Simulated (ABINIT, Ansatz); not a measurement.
An input for ABINIT 10.8.3 (SF6 (Im-3m)):

```
acell 3*1.0 Angstrom
rprim 
  -2.873504736200 2.873504736200 2.873504736200
  2.873504736200 -2.873504736200 2.873504736200
  2.873504736200 2.873504736200 -2.873504736200
ntypat 2
znucl 16 9
natom 7
typat 1 2 2 2 2 2 2
xred 
  0.000000000000 0.000000000000 0.000000000000
  0.725627210000 0.725627210000 0.000000000000
  0.274372790000 0.274372790000 0.000000000000
  0.000000000000 0.274372790000 0.274372790000
  0.000000000000 0.725627210000 0.725627210000
  0.725627210000 0.000000000000 0.725627210000
  0.274372790000 0.000000000000 0.274372790000
pp_dirpath "pseudos"
pseudos "S.upf, F.upf"
ecut 36
ngkpt 4 4 4
nshiftk 1
shiftk 0.11 0.21 0.31
kptopt 3
chksymbreak 0
istwfk *1
occopt 1
irdwfk 1
optdriver 99
bs_calctype 1
mbpt_sciss 5.978 eV
bs_loband 11
nband 27
bs_exchange_term 1
bs_coulomb_term 21
bs_coupling 0
bs_algorithm 2
bs_freq_mesh 0 18 0.1 eV
zcut 0.15 eV
ecuteps 3
ecutwfn 18
inclvkb 2
mdf_epsinf 1.81
irdden 1
bs_haydock_niter 300
bs_haydock_tol -0.02 0
indata_prefix "in"
outdata_prefix "out"
tmpdata_prefix "tmp"
```

```sh
OMP_NUM_THREADS=1 mpirun -n 4 abinit run.abi > log
```

**Question.** Estimate wall time and host memory on 4 MPI ranks of Arm Neoverse N1, shared host.

It took 6.1 min; on shared hardware allow 3.1 min to 12 min. Peak host memory was 1.6 GiB.

The kernel grows as the square of the matrix size, and full diagonalisation as its cube.

[Paths, hosts, dates, memory and timing lines, banners, echoed tables and standing remarks are left out of the program output.]

[Logs are printed without paths, hosts, clocks, repeated set-up lines and the standing remarks that a program may print on its own settings, such as how far it seeks lower states.]

[Runs of the session that timed out or met a known fault of the program may be left out.]

[Hosts, paths, dates, database ids (printed as entryN), source tags and the programs' standing remarks are cut or masked in the printed files.]

[G0W0 gaps are taken among the corrected bands and points alone; a level outside them can change the order at an edge.]

[Where Ansatz stands beside ABINIT at settings called matched, ABINIT's density can come from a denser mesh and the files from another edition; pairs whose starting gaps differed by over 0.03 eV were left out, so agreement reads better than it is.]
